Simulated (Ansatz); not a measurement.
# Cs on W(110): change of the work function, part 2 of 2

How does one ordered layer of Cs (hollow site) change the work function of W(110), and what dipole does each adsorbate carry?

Ansatz 0.2.0; plane-wave DFT, PBE, Ansatz PAW.

So far, work function, upper face (eV): step 2 (the clean slab) 4.84.

### Step 3. Adsorbate added

System of this step: CsW16 (Cs/W(110)). The cell holds 17 atoms: 16 W and 1 Cs. Its edges and angles: a = 5.473 Å, b = 5.473 Å, c = 28.595 Å, α = 90.0°, β = 90.0°, γ = 70.5°. Vacuum lies along c.

The clean slab as it ended is repeated in the plane and the adsorbate is set on one face; the cell's size fixes the coverage, and the k-mesh shrinks with it to keep the sampling density about even. Adsorbate and upper layers relax, since the dipole depends on the height.

File input.yaml:

```yaml
crystal:
  lattice:
    - [4.468914857, -3.16, 0.0]
    - [4.468914857, 3.16, 0.0]
    - [0.0, 0.0, 28.5949570459]
  atoms:
    - { symbol: W, position: [0.0, 0.0, 0.314740812] }
    - { symbol: W, position: [0.25, 0.25, 0.3928824726] }
    - { symbol: W, position: [0.0, 0.0, 0.4723487673] }
    - { symbol: W, position: [0.25, 0.25, 0.5490115468] }
    - { symbol: W, position: [0.0, 0.5, 0.314740812] }
    - { symbol: W, position: [0.25, 0.75, 0.3928824726] }
    - { symbol: W, position: [0.0, 0.5, 0.4723487673] }
    - { symbol: W, position: [0.25, 0.75, 0.5490115468] }
    - { symbol: W, position: [0.5, 0.0, 0.314740812] }
    - { symbol: W, position: [0.75, 0.25, 0.3928824726] }
    - { symbol: W, position: [0.5, 0.0, 0.4723487673] }
    - { symbol: W, position: [0.75, 0.25, 0.5490115468] }
    - { symbol: W, position: [0.5, 0.5, 0.314740812] }
    - { symbol: W, position: [0.75, 0.75, 0.3928824726] }
    - { symbol: W, position: [0.5, 0.5, 0.4723487673] }
    - { symbol: W, position: [0.75, 0.75, 0.5490115468] }
    - { symbol: Cs, position: [0.42, 0.42, 0.685259188] }
kpoints:
  mp_grid: { grid: [6, 6, 1] }
hamiltonian:
  xc: pbe
scf:
  occupations: { method: fermi_dirac, width: 0.1 }
  convergence: { dr2_threshold: 1.0e-08 }
efield:
  axis: 3
  dipole_correction: true
  ramp_position: 0.97
  ramp_width: 0.06
relax:
  f_tol: 0.02
  max_steps: 60
  constraints: [{ sites: [0, 1, 4, 5, 8, 9, 12, 13] }]
output:
  dos: { projected: true, e_range: [-8, 4] }
  write_potential: true
  write_density: true
  volumetric_format: npy
  elf: true
```

The run is started by

```
$ ansatz run input.yaml --threads 4 --pin off --max-ram 6144MiB --backend cpu --events-out ev --progress --plain --runs-dir out
```

Output:

```text
[...]
Crystal: 17 atoms, lattice volume = 807.623 Å³
Basis set: ecut = 420 eV, 15759 PW (Γ), exchange–correlation on 80×80×384 points (8 copies of the dense FFT grid, shifted against one another)
Bands: 140, of which v1, the nominal top of the filled ones, is band 117 counted from 1 (116 counted from 0)
Symmetry: 2 space group operations
[...]
k-points: 13 of 36 (time reversal used)
[...]
SCF iter   1: F=—  HF=-171818.096138 eV  |F-HF|=—  |Δ(HF+E_count)|=         —  Δρ=9.83e-3  dr2=1.96e1  ethr=1.77e-3  p=0.602 e·Å  D=1.35e-1 V/Å  ΔV_dip=-3.86 eV  dr2_dipole=1.33e1  V_vac-E_F(+/−)=1.40/5.26 eV  ⟨swp⟩=11.5  Hψ=9913  notcnv=0
[...]
SCF iter  12: F=-171817.595781 eV  HF=-171817.595781 eV  |F-HF|=3.11e-9  |Δ(HF+E_count)|=   1.66e-8  Δρ=3.11e-7  dr2=2.59e-9  ethr=4.29e-12  p=0.455 e·Å  D=1.02e-1 V/Å  ΔV_dip=-2.91 eV  dr2_dipole=2.25e-10  V_vac-E_F(+/−)=1.99/4.90 eV  ⟨swp⟩=12.7  Hψ=13083  notcnv=0
SCF 1 converged in 12 iterations: F = -171817.595781 eV  dr2 = 2.59e-9
[...]
relax step   1: F+E_penalty+E_count = -171817.59578099 eV  Δ(F+E_penalty+E_count) = +0.000e0 eV  max|allowed force component| = 4.939e-1 eV/Å  Δτ_max = 0.0000 Å  (12 SCF iters, accepted)
[...]
SCF iter   9: F=-171817.625929 eV  HF=-171817.625929 eV  |F-HF|=5.38e-9  |Δ(HF+E_count)|=   1.02e-8  Δρ=4.78e-7  dr2=5.74e-9  ethr=4.29e-12  p=0.463 e·Å  D=1.04e-1 V/Å  ΔV_dip=-2.97 eV  dr2_dipole=2.23e-9  V_vac-E_F(+/−)=1.94/4.90 eV  ⟨swp⟩=13.2  Hψ=14279  notcnv=0
SCF 2 converged in 9 iterations: F = -171817.625929 eV  dr2 = 5.74e-9
[...]
relax step   2: F+E_penalty+E_count = -171817.62592858 eV  Δ(F+E_penalty+E_count) = -3.015e-2 eV  max|allowed force component| = 4.757e-1 eV/Å  Δτ_max = 0.0745 Å  (9 SCF iters, accepted)
SCF iter   1: F=—  HF=-171817.725704 eV  |F-HF|=—  |Δ(HF+E_count)|=         —  Δρ=1.74e-3  dr2=2.27e-1  ethr=1.21e-3  p=0.463 e·Å  D=1.04e-1 V/Å  ΔV_dip=-2.97 eV  dr2_dipole=1.19e-2  V_vac-E_F(+/−)=1.95/4.92 eV  ⟨swp⟩=4.2  Hψ=3561  notcnv=0
[...]
SCF iter  11: F=-171817.719211 eV  HF=-171817.719211 eV  |F-HF|=3.87e-9  |Δ(HF+E_count)|=   5.88e-9  Δρ=6.04e-7  dr2=8.36e-9  ethr=4.29e-12  p=0.485 e·Å  D=1.09e-1 V/Å  ΔV_dip=-3.11 eV  dr2_dipole=8.45e-11  V_vac-E_F(+/−)=1.79/4.90 eV  ⟨swp⟩=12.5  Hψ=13884  notcnv=0
SCF 3 converged in 11 iterations: F = -171817.719211 eV  dr2 = 8.36e-9
relax step   3: F+E_penalty+E_count = -171817.71921053 eV  Δ(F+E_penalty+E_count) = -9.328e-2 eV  max|allowed force component| = 3.322e-1 eV/Å  Δτ_max = 0.1952 Å  (11 SCF iters, accepted)
[... from here on, the SCF cycles and remarks between the steps are left out ...]
relax step   4: F+E_penalty+E_count = -171817.76377311 eV  Δ(F+E_penalty+E_count) = -4.456e-2 eV  max|allowed force component| = 1.142e-1 eV/Å  Δτ_max = 0.1930 Å  (10 SCF iters, accepted)
relax step   5: F+E_penalty+E_count = -171817.76645892 eV  Δ(F+E_penalty+E_count) = -2.686e-3 eV  max|allowed force component| = 8.840e-2 eV/Å  Δτ_max = 0.1075 Å  (10 SCF iters, accepted)
relax step   6: F+E_penalty+E_count = -171817.76984215 eV  Δ(F+E_penalty+E_count) = -3.383e-3 eV  max|allowed force component| = 1.211e-2 eV/Å  Δτ_max = 0.1000 Å  (9 SCF iters, accepted)
relax step   7: F+E_penalty+E_count = -171817.77026680 eV  Δ(F+E_penalty+E_count) = -4.247e-4 eV  max|allowed force component| = 1.527e-2 eV/Å  Δτ_max = 0.0482 Å  (8 SCF iters, accepted)
relax step   8: F+E_penalty+E_count = -171817.77195950 eV  Δ(F+E_penalty+E_count) = -1.693e-3 eV  max|allowed force component| = 3.516e-2 eV/Å  Δτ_max = 0.1951 Å  (8 SCF iters, accepted)
relax step   9: F+E_penalty+E_count = -171817.77340567 eV  Δ(F+E_penalty+E_count) = -1.446e-3 eV  max|allowed force component| = 2.034e-2 eV/Å  Δτ_max = 0.1950 Å  (8 SCF iters, accepted)
relax step  10: F+E_penalty+E_count = -171817.77379529 eV  Δ(F+E_penalty+E_count) = -3.896e-4 eV  max|allowed force component| = 3.172e-2 eV/Å  Δτ_max = 0.1956 Å  (8 SCF iters, accepted)
relax step  11: F+E_penalty+E_count = -171817.77401385 eV  Δ(F+E_penalty+E_count) = -2.186e-4 eV  max|allowed force component| = 7.640e-3 eV/Å  Δτ_max = 0.0212 Å  (7 SCF iters, accepted)
SCF iter   1: F=—  HF=-171817.773194 eV  |F-HF|=—  |Δ(HF+E_count)|=         —  Δρ=1.04e-4  dr2=1.67e-4  ethr=1.84e-6  p=0.517 e·Å  D=1.16e-1 V/Å  ΔV_dip=-3.31 eV  dr2_dipole=3.41e-5  V_vac-E_F(+/−)=1.59/4.90 eV  ⟨swp⟩=3.6  Hψ=3484  notcnv=0
[...]
SCF iter   6: F=-171817.774039 eV  HF=-171817.774039 eV  |F-HF|=1.54e-9  |Δ(HF+E_count)|=  6.40e-10  Δρ=5.74e-7  dr2=6.31e-9  ethr=4.29e-12  p=0.516 e·Å  D=1.16e-1 V/Å  ΔV_dip=-3.31 eV  dr2_dipole=2.23e-9  V_vac-E_F(+/−)=1.59/4.90 eV  ⟨swp⟩=13.2  Hψ=14649  notcnv=0
SCF 12 converged in 6 iterations: F = -171817.774039 eV  dr2 = 6.31e-9
relax step  12: F+E_penalty+E_count = -171817.77403868 eV  Δ(F+E_penalty+E_count) = -2.483e-5 eV  max|allowed force component| = 1.333e-3 eV/Å  Δτ_max = 0.0276 Å  (6 SCF iters, accepted)
NSCF: frozen V_eff on 13 k-points
[...]
SCF converged after 6 iterations
Free energy (F): -171817.774039 eV
[...]
Internal energy: -171817.355587 eV  (E = F + TS)
E sigma→0 (E₀):  -171817.564813 eV
Entropy (-TS):   -0.418451 eV (-24.615 meV/atom)
Fermi energy:    5.612665 eV
Dipole field:    D = 0.115753 V/Å  (p = 0.516631 e·Å, saw-weighted, corrected)
Work function:   Φ+ = 1.5925 eV   Φ− = 4.9025 eV
[...]
--- Forces (eV/Å), atoms counted from 1 ---
  atom   1  W      0.00000562    -0.00000000     0.36997307
  atom   2  W     -0.00031178     0.00000000    -0.34603552
  atom   3  W      0.00032231    -0.00000000     0.00081877
  atom   4  W      0.00083040     0.00000000     0.00035067
  atom   5  W     -0.00000247     0.00000801     0.35616961
  atom   6  W      0.00040600    -0.02094121    -0.38040271
  atom   7  W     -0.00026732     0.00027008     0.00003484
  atom   8  W     -0.00133280     0.00007598    -0.00069925
  atom   9  W     -0.00000247    -0.00000801     0.35616961
  atom  10  W      0.00040600     0.02094121    -0.38040271
  atom  11  W     -0.00026732    -0.00027008     0.00003484
  atom  12  W     -0.00133280    -0.00007598    -0.00069925
  atom  13  W     -0.00001190    -0.00000000     0.37058083
  atom  14  W      0.00098855     0.00000000    -0.34605566
  atom  15  W      0.00026016     0.00000000    -0.00012362
  atom  16  W      0.00021270    -0.00000000     0.00033479
  atom  17  Cs     0.00009587     0.00000000    -0.00011801
  max |Σ_I F_I| component: 6.97e-5 eV/Å
--- Band table (eV; the first three rows and the last of 13) ---
  k-point 0: bands = [... 113 lower, 6.1463, 6.1605, 6.2094, 6.2948, 6.3209, 6.4733, 6.6585, 6.7454, ... 19 higher]
  k-point 1: bands = [... 113 lower, 5.6247, 5.7956, 5.8794, 5.9610, 6.0753, 6.6438, 6.6955, 6.7914, ... 19 higher]
  k-point 2: bands = [... 113 lower, 5.1532, 5.1881, 5.5285, 5.5901, 5.8327, 6.0519, 6.1719, 6.3046, ... 19 higher]
  k-point 12: bands = [... 113 lower, 4.8314, 4.8547, 4.8955, 5.0682, 5.0743, 5.2278, 5.2392, 5.6914, ... 19 higher]
--- Relaxed structure (12 steps of the walk, 12 accepted, 0 SCFs on fresh bases) ---
  F+E_penalty+E_count = -171817.77403868 eV   max|allowed force component| = 1.333e-3 eV/Å
  atoms:
    - { symbol: W, position: [0.0, 0.0, 0.314740812] }
    - { symbol: W, position: [0.25, 0.25, 0.392882] }
    - { symbol: W, position: [9.394855e-6, 9.394855e-6, 0.472171] }
    - { symbol: W, position: [0.250792, 0.250792, 0.549604] }
    - { symbol: W, position: [2.775558e-17, 0.5, 0.314740812] }
    - { symbol: W, position: [0.25, 0.75, 0.392882] }
    - { symbol: W, position: [1.482088e-5, 0.500015, 0.472132] }
    - { symbol: W, position: [0.248150, 0.751918, 0.549076] }
    - { symbol: W, position: [0.5, 2.775558e-17, 0.314740812] }
    - { symbol: W, position: [0.75, 0.25, 0.392882] }
    - { symbol: W, position: [0.500015, 1.482088e-5, 0.472132] }
    - { symbol: W, position: [0.751918, 0.248150, 0.549076] }
    - { symbol: W, position: [0.5, 0.5, 0.314740812] }
    - { symbol: W, position: [0.75, 0.75, 0.392882] }
    - { symbol: W, position: [0.500013, 0.500013, 0.472173] }
    - { symbol: W, position: [0.749246, 0.749246, 0.549609] }
    - { symbol: Cs, position: [0.499609, 0.499609, 0.666572] }
```

Run time: 3.7 min. Hardware: 4 threads of Intel Xeon 6975P-C (Granite Rapids), shared host; peak memory 3.2 GiB.

Relaxation path:

```
step  energy less that of the first step (eV)  largest force component (eV/Å)
   1                                   0.0000                          0.4939
   2                                  -0.0301                          0.4757
   3                                  -0.1234                          0.3322
   4                                  -0.1680                          0.1142
   5                                  -0.1707                          0.0884
   6                                  -0.1741                          0.0121
   7                                  -0.1745                          0.0153
   8                                  -0.1762                          0.0352
   9                                  -0.1776                          0.0203
  10                                  -0.1780                          0.0317
  11                                  -0.1782                          0.0076
  12                                  -0.1783                          0.0013
```

Forces are held to the 2 operations that the program found; a distortion that breaks them can't arise in this run.

The atoms that moved most (Å):

| atom | dx | dy | dz | length |
| --- | --- | --- | --- | --- |
| Cs17 | 0.712 | 0.000 | -0.534 | 0.890 |
| W16 | -0.007 | 0.000 | 0.017 | 0.018 |
| W4 | 0.007 | 0.000 | 0.017 | 0.018 |
| W8 | 0.000 | 0.012 | 0.002 | 0.012 |
| W12 | 0.000 | -0.012 | 0.002 | 0.012 |
| W7 | 0.000 | 0.000 | -0.006 | 0.006 |
| W11 | 0.000 | 0.000 | -0.006 | 0.006 |
| W3 | 0.000 | 0.000 | -0.005 | 0.005 |

The relaxed structure:

```cif
data_structure
_symmetry_space_group_name_H-M 'P 1'
_symmetry_Int_Tables_number 1
_cell_length_a 5.4733
_cell_length_b 5.4733
_cell_length_c 28.5950
_cell_angle_alpha 90.000
_cell_angle_beta 90.000
_cell_angle_gamma 70.529
_cell_volume 807.62
loop_
_atom_site_label
_atom_site_type_symbol
_atom_site_fract_x
_atom_site_fract_y
_atom_site_fract_z
_atom_site_occupancy
W1 W 0.00000 0.00000 0.31474 1
W2 W 0.25000 0.25000 0.39288 1
W3 W 0.00001 0.00001 0.47217 1
W4 W 0.25079 0.25079 0.54960 1
W5 W 0.00000 0.50000 0.31474 1
W6 W 0.25000 0.75000 0.39288 1
W7 W 0.00001 0.50001 0.47213 1
W8 W 0.24815 0.75192 0.54908 1
W9 W 0.50000 0.00000 0.31474 1
W10 W 0.75000 0.25000 0.39288 1
W11 W 0.50001 0.00001 0.47213 1
W12 W 0.75192 0.24815 0.54908 1
W13 W 0.50000 0.50000 0.31474 1
W14 W 0.75000 0.75000 0.39288 1
W15 W 0.50001 0.50001 0.47217 1
W16 W 0.74925 0.74925 0.54961 1
Cs17 Cs 0.49961 0.49961 0.66657 1
```

Numbers from this step:

- energy at zero smearing: -171817.5648 eV
- work function, upper face: 1.592 eV
- work function, lower face: 4.903 eV
- dipole along the normal: 0.5166 e·Å
- step between the vacuum levels: -3.310 eV

Running mean over 2.234 Å of the planar mean; the ramp of the sawtooth is left out. Electron's electrostatic potential energy less the Fermi level against z:

| z (Å) | electron's electrostatic potential energy less the Fermi level (eV) |
| --- | --- |
| 3.5 | 4.90 |
| 4.0 | 4.90 |
| 4.5 | 4.90 |
| 5.0 | 4.89 |
| 5.5 | 4.86 |
| 6.0 | 4.76 |
| 6.5 | 4.41 |
| 7.0 | 3.30 |
| 7.5 | -0.134 |
| 8.0 | -5.75 |
| 8.5 | -10.5 |
| 9.0 | -12.2 |
| 9.5 | -12.5 |
| 10.0 | -12.6 |
| 10.5 | -12.7 |
| 11.0 | -12.7 |
| 11.5 | -12.7 |
| 12.0 | -12.5 |
| 12.5 | -12.4 |
| 13.0 | -12.6 |
| 13.5 | -12.7 |
| 14.0 | -12.8 |
| 14.5 | -12.9 |
| 15.0 | -12.7 |
| 15.5 | -12.4 |
| 16.0 | -11.5 |
| 16.5 | -8.20 |
| 17.0 | -3.10 |
| 17.5 | 0.200 |
| 18.0 | 0.377 |
| 18.5 | -0.740 |
| 19.0 | -1.66 |
| 19.5 | -1.72 |
| 20.0 | -1.04 |
| 20.5 | -0.0790 |
| 21.0 | 0.782 |
| 21.5 | 1.20 |
| 22.0 | 1.38 |
| 22.5 | 1.47 |
| 23.0 | 1.52 |
| 23.5 | 1.55 |
| 24.0 | 1.57 |
| 24.5 | 1.58 |
| 25.0 | 1.59 |

The density of states has structure finer than the step of the table below, so its rows give means over 0.25 eV. Peaks (eV: height): -3.130: 41.5, -2.950: 28.1, -2.740: 30.1, -2.020: 30.0, -1.620: 27.3, -1.440: 26.8, 1.740: 28.2.

The density of states by energy, zero at the Fermi level; means over each step:

| energy (eV) | density of states (states/eV a cell) |
| --- | --- |
| -7.75 | 0.945 |
| -7.50 | 1.82 |
| -7.25 | 2.00 |
| -7.00 | 2.27 |
| -6.75 | 2.15 |
| -6.50 | 1.69 |
| -6.25 | 4.36 |
| -6.00 | 5.56 |
| -5.75 | 11.0 |
| -5.50 | 8.29 |
| -5.25 | 11.0 |
| -5.00 | 11.5 |
| -4.75 | 13.9 |
| -4.50 | 21.0 |
| -4.25 | 12.9 |
| -4.00 | 12.5 |
| -3.75 | 8.37 |
| -3.50 | 8.50 |
| -3.25 | 21.3 |
| -3.00 | 24.1 |
| -2.75 | 22.9 |
| -2.50 | 20.2 |
| -2.25 | 19.7 |
| -2.00 | 22.4 |
| -1.75 | 21.7 |
| -1.50 | 23.4 |
| -1.25 | 15.0 |
| -1.00 | 14.5 |
| -0.75 | 10.7 |
| -0.50 | 13.5 |
| -0.25 | 10.2 |
| 0.00 | 13.3 |
| 0.25 | 13.1 |
| 0.50 | 15.0 |
| 0.75 | 14.4 |
| 1.00 | 18.6 |
| 1.25 | 20.8 |
| 1.50 | 21.8 |

Projected DOS per atom over height of the atomic layer and energy from the Fermi level. Layers: W4 W4 W4 W4 Cs from below.

Ten even steps from '_' (0.00 states/eV) to '@' (1.73 states/eV), each cell a mean:
```
**####++::
**++++**::
++----++--
++::::++--
==::::++..
++::::++..
##::::**..
@@++++@@..
%%****@@__
##****##__
##%%%%##__
==##%%==__
--------__
========__
==####++__
::++++::__
::====::__
..::::..__
__....____
__________
__________
__________
```
Columns: height of the atomic layer (Å) from 9 to 19.1 (not evenly spaced); rows upwards: energy from the Fermi level (eV) from -7.96 to 1.75.

Electrostatic potential energy in the ca plane at fractional y = 0.500, with atoms of W and Cs within 0.2 Å of it. With pseudopotentials it is smooth inside the atoms' cores, unlike the true potential.

Ten even steps from '0' (-51 eV) to '9' (9 eV), each cell a mean:
```
02799999861001589999999999999999999999999999
25899899985224799999999999999999999999999999
78999889998767899889999999999999999999999999
89998889999888999889999999888999999999999999
78999889998667899889999997666899999999999999
25899899984214799999999985555689999999999999
02799999861001589999999975555579999999999999
01699999861000589999999965555579999999999999
03799999973002689999999975555579999999999999
57899889986446899999999986555789999999999999
88999889998888999889999998878899999999999999
88999889998888999889999999999999999999999999
47899889986446899999999999999999999999999999
03799999973002689999999999999999999999999999
01699999861000589999999999999999999999999999
```
Columns run along c (16.0 Å, from fractional 0.33 to 0.89 of the cell; values clipped at the 3rd and 97th percentile), rows up along a (5.5 Å). Atoms in or near the plane, at fractional coordinates: W at (0.47, 0.00), W at (0.47, 0.50), Cs at (0.67, 0.50).

Valence density in the ca plane at fractional y = 0.500, with atoms of W and Cs within 0.2 Å of it. It is the smooth field of the valence electrons, not physical close to the nuclei.

Values in e/Å³, 8 rows by 16 columns, each cell a mean:
```
2.3 0.3 0.3 1.2 3.9 0.7 0.3 0.2 0.0 0.0 0.0 0.0 0.0 0.0 0.0 0.0
0.5 0.3 0.4 0.3 0.7 0.3 0.4 0.2 0.1 0.1 0.1 0.0 0.0 0.0 0.0 0.0
0.7 0.3 0.3 0.4 1.2 0.4 0.4 0.2 0.1 0.6 0.6 0.1 0.0 0.0 0.0 0.0
2.8 0.3 0.3 1.5 4.5 0.8 0.3 0.2 0.2 0.8 0.8 0.2 0.0 0.0 0.0 0.0
2.3 0.3 0.3 1.2 3.9 0.7 0.3 0.2 0.2 0.9 0.9 0.1 0.0 0.0 0.0 0.0
0.5 0.3 0.4 0.3 0.7 0.3 0.4 0.2 0.1 0.4 0.4 0.0 0.0 0.0 0.0 0.0
0.7 0.3 0.3 0.4 1.2 0.4 0.4 0.2 0.0 0.0 0.0 0.0 0.0 0.0 0.0 0.0
2.8 0.3 0.3 1.5 4.5 0.8 0.3 0.2 0.0 0.0 0.0 0.0 0.0 0.0 0.0 0.0
```
Columns run along c (16.0 Å, from fractional 0.33 to 0.89 of the cell), rows up along a (5.5 Å). Atoms in or near the plane, at fractional coordinates: W at (0.47, 0.00), W at (0.47, 0.50), Cs at (0.67, 0.50).

ELF in the ca plane at fractional y = 0.500, with atoms of W and Cs within 0.2 Å of it. It is the smooth field of the valence electrons, not physical close to the nuclei.

Ten even steps from '0' (0.01) to '9' (0.88), each cell a mean:
```
66344344337547435444555420000000000000000000
63344334424775244334555310000000000000000000
33454344543333344445554200123210000000000000
34554444554334454445553113687631000000000000
33444344532343344445552138999974100000000000
74344334424775244334542279989986200000000000
66344344337547434444541389415997310000000000
46345445337327435444541388203997310000000000
75344334426776334434541289747996300000000000
42344334433553244344552159999985100000000000
33454444543333454445553126899752000000000000
33454444543333454445554101455420000000000000
53344334433553244344555200011000000000000000
75344334426776334434555310000000000000000000
46345445347327435444555421000000000000000000
```
Columns run along c (16.0 Å, from fractional 0.33 to 0.89 of the cell), rows up along a (5.5 Å). Atoms in or near the plane, at fractional coordinates: W at (0.47, 0.00), W at (0.47, 0.50), Cs at (0.67, 0.50).

The relaxation took 12 steps and lowered the energy by 0.18 eV; the largest force on the free atoms ends at 0.0013 eV/Å.

By hand: a sheet of dipoles makes a step −p/(ε₀A) in the electron's potential. With e/ε₀ = 180.95 V·Å, p = 0.5166 e·Å and A = 28.24 Å², that is −180.95 × (0.5166) / 28.24 = -3.310 eV, and the two vacuum levels of the run differ by -3.310 eV.

The covered face has 1.59 eV, -3.25 eV against the clean one; the bare back face has moved by +0.00 eV, a measure of how thin the slab is.

### Step 4. Work function against coverage

This step: plane-wave DFT, PBE, Ansatz PAW; work function against coverage (Ansatz 0.2.0).

The runs are now put side by side.

This step gave:

- work function of the clean face: 4.845 eV
- largest change of the work function: -3.252 eV

The work function of the covered face by coverage:

```csv
coverage (adsorbates/nm²),work function of the covered face (eV)
0.00,4.84
3.54,1.59
```

The dipole per adsorbate comes from the change of the cell's dipole. Coverage, by row:

```
coverage (1/nm²)  coverage (ML)  work function (eV)  change (eV)  dipole per adsorbate, positive end outwards (debye)  mean height of the added atoms over the highest substrate atom (Å)
           3.541           0.25               1.592       -3.252                                                2.441                                                               3.345
```

### Step 5. Summary of results

```
work function of the clean face                        : 4.84 eV
work function at 0.25 ML                               : 1.59 eV
dipole per adsorbate at 0.25 ML, positive end outwards : 2.44 D
```

Cs lowers the work function of W(110) at the lowest coverage, by 3.25 eV: the adsorbate layer has its positive end outwards. One coverage alone was completed, so no trend follows. The slab has 4 layers, at the tabulated experimental lattice constant, one starting site was run, and quantum-size effects of a slab this thin can reach one or two tenths of an eV.

[Long decimals in the printed logs are rounded to 6 places.]

[Logs are printed without paths, hosts, clocks, repeated set-up lines and the standing remarks that a program may print on its own settings, such as how far it seeks lower states.]

[Hosts, paths, dates, database ids (printed as entryN), source tags and the programs' standing remarks are cut or masked in the printed files.]

[Maps of the electrostatic potential energy from Ansatz leave out the sawtooth potential of an applied field or a dipole correction, so their vacuum need not be flat; planar profiles and work functions include it.]

[The density of states shown here was stored with 400 of the rows of the run's finer table, so its peaks can read low, often by over a quarter, or be missed, and its means over a window can be off by a tenth or more.]
